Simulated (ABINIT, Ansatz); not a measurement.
# SF6 (Im-3m): changed settings of a GW run in ABINIT

Aim: change inputs of a GW run on SF6 (Im-3m) and see what moves.

Method: LDA and many-body steps on it, plane waves, in ABINIT 10.8.3.

Most raw output is cut from this account.

## 1. Set-up

The structure is cubic, space group Im-3m (No. 229). Conventional cell: a = 5.747 Å, b = 5.747 Å, c = 5.747 Å, α = 90.00°, β = 90.00°, γ = 90.00°. Nearest to S lie 6 F at 1.58 Å. Nearest to F lie 1 S at 1.58 Å. Farther neighbours and most contacts between anions are not listed.

The cell and positions are those that the Materials Project relaxed with its own functionals (PBE, PBE+U or r2SCAN), kept fixed.

## 2. Screening, 2×2×2 mesh, 86 bands, screening to 114.3 eV

This step: ABINIT 10.8.3; RPA screening on LDA, plane waves, norm-conserving pseudopotentials.

The RPA dielectric matrix is built and inverted for each q.

The input, run.abi:

```
acell 3*1.0 Angstrom
rprim 
  -2.873504736200 2.873504736200 2.873504736200
  2.873504736200 -2.873504736200 2.873504736200
  2.873504736200 2.873504736200 -2.873504736200
ntypat 2
znucl 16 9
natom 7
typat 1 2 2 2 2 2 2
xred 
  0.000000000000 0.000000000000 0.000000000000
  0.725627210000 0.725627210000 0.000000000000
  0.274372790000 0.274372790000 0.000000000000
  0.000000000000 0.274372790000 0.274372790000
  0.000000000000 0.725627210000 0.725627210000
  0.725627210000 0.000000000000 0.725627210000
  0.274372790000 0.000000000000 0.274372790000
pp_dirpath "pseudos"
pseudos "S.upf, F.upf"
ecut 36
ngkpt 2 2 2
nshiftk 1
shiftk 0 0 0
kptopt 1
chksymbreak 0
istwfk *1
occopt 1
irdwfk 1
optdriver 3
nband 86
ecuteps 4.2
inclvkb 2
awtr 1
symchi 1
indata_prefix "in"
outdata_prefix "out"
tmpdata_prefix "tmp"
fftgw 31
```

Launch:

```sh
OMP_NUM_THREADS=1 mpirun -n 4 abinit run.abi > log
```

The job ended after 31 s (4 MPI ranks of Intel Xeon Platinum 8259CL at 2.50GHz (Skylake/Cascade Lake), shared host; peak memory 1.3 GiB; 2.1 min of CPU time).

Numbers from this step:

```yaml
eps_infinity_with_local_fields_on_this_mesh_along_the_program_s_q_direction: 1.751
the_same_without_local_fields: 1.978
plasma_frequency: 26.41 eV
plane_waves_in_the_screening_matrix: 249
```

Local fields lower ε∞ by 11 %. On a Γ-centred mesh this coarse the value itself is usually too large, while a short band sum pulls it down.

## 3. Base

The self-energy is evaluated for the states that the input lists, and the levels follow from it, in one-shot runs by the linearised quasiparticle equation.

This step: G0W0 on LDA, plane waves, norm-conserving pseudopotentials.

Edit run.abi of step 2 so:

```diff
@@ -28,8 +28,15 @@
 irdwfk 1
-optdriver 3
+optdriver 4
 nband 86
+gwcalctyp 0
+ecutsigx 36
+symsigma 1
+nkptgw 1
+kptgw 
+  0.0000000000 0.0000000000 0.0000000000
+bdgw 
+  22 26
 ecuteps 4.2
-inclvkb 2
-awtr 1
-symchi 1
+irdscr 1
+ppmodel 1
 indata_prefix "in"
```

Run time: 7.3 s. Hardware: 4 MPI ranks; peak memory 0.89 GiB; 28 s of CPU time.

Numbers from this step:

| Item | Value |
| --- | --- |
| G0W0 gap on the points computed | 12.00 eV |
| starting gap on the mesh | 6.132 eV |
| k of the valence top | 0, 0, 0 |
| k of the conduction bottom | 0, 0, 0 |
| Z at the valence top | 0.839 |
| Z at the conduction bottom | 0.877 |
| least direct G0W0 gap on the computed points | 12.00 eV |

The gap on the mesh goes from 6.13 eV to 12.00 eV, a correction of +5.87 eV.

## 4. No symmetry in the self-energy

Edit run.abi of step 3 so:

```diff
@@ -32,3 +32,3 @@
 ecutsigx 36
-symsigma 1
+symsigma 0
 nkptgw 1
```

The job ended after 16 s (4 MPI ranks; peak memory 0.99 GiB; 61 s of CPU time).

This step gave:

* G0W0 gap on the points computed: 12.00 eV
* starting gap on the mesh: 6.132 eV
* k of the valence top: 0, 0, 0
* k of the conduction bottom: 0, 0, 0
* Z at the valence top: 0.839
* Z at the conduction bottom: 0.877
* least direct G0W0 gap on the computed points: 12.00 eV

Against G0W0 in ABINIT (2×2×2 mesh, 86 bands, screening to 114.3 eV, Godby-Needs plasmon pole), the gap moves by −0.002 eV.

## 5. Unknown plasmon-pole model

Edit run.abi of step 4 so:

```diff
@@ -32,3 +32,3 @@
 ecutsigx 36
-symsigma 0
+symsigma 1
 nkptgw 1
@@ -40,3 +40,3 @@
 irdscr 1
-ppmodel 1
+ppmodel 7
 indata_prefix "in"
```

It took 5.6 s on 4 MPI ranks; peak memory 0.26 GiB.

The run stopped with an error after 5.6 s.

The program's words: Wrong ppm%model: 7

The fault put into this input: unknown plasmon-pole model.

## 6. The runs together

Times are wall times on 4 MPI ranks of Intel Xeon Platinum 8259CL at 2.50GHz (Skylake/Cascade Lake), shared host, good to a factor of about two. A run's time includes the screening step that it read.

| run | mesh | bands | screening cutoff (eV) | DFT gap (eV) | gap on the mesh (eV) | direct (eV) | ε∞ used | time |
| --- | --- | --- | --- | --- | --- | --- | --- | --- |
| base | 2×2×2 | 86 | 114.3 | 6.132 | 11.998 | 11.998 | 1.75 | 38 s |
| no symmetry in the self-energy | 2×2×2 | 86 | 114.3 | 6.132 | 11.996 | 11.996 | 1.75 | 47 s |

## 7. What came out

```
base                           : 11.998 eV
no symmetry in the self-energy : 11.996 eV
known limits                   : not at the basis limit; coarse k mesh
```

No symmetry in the self-energy: −0.002 eV against base (keys changed: symsigma). Bands and cutoff are finite, so the gap is not at the basis limit. The miss can reach some tenths of an eV and take either sign; the mesh is an error of its own. In the G0W0 runs levels were corrected at 1 k point alone, so a gap called «on the mesh» is the least over those, and an edge elsewhere would be missed. The 2×2×2 mesh is coarse for this cell, which bears on the long-range parts of exchange and screening.

[Paths, hosts, dates, memory and timing lines, banners, echoed tables and standing remarks are left out of the program output.]

[Logs are printed without paths, hosts, clocks, repeated set-up lines and the standing remarks that a program may print on its own settings, such as how far it seeks lower states.]

[Runs of the session that timed out or met a known fault of the program may be left out.]

[Hosts, paths, dates, database ids (printed as entryN), source tags and the programs' standing remarks are cut or masked in the printed files.]

[G0W0 gaps are taken among the corrected bands and points alone; a level outside them can change the order at an edge.]

[Where Ansatz stands beside ABINIT at settings called matched, ABINIT's density can come from a denser mesh and the files from another edition; pairs whose starting gaps differed by over 0.03 eV were left out, so agreement reads better than it is.]
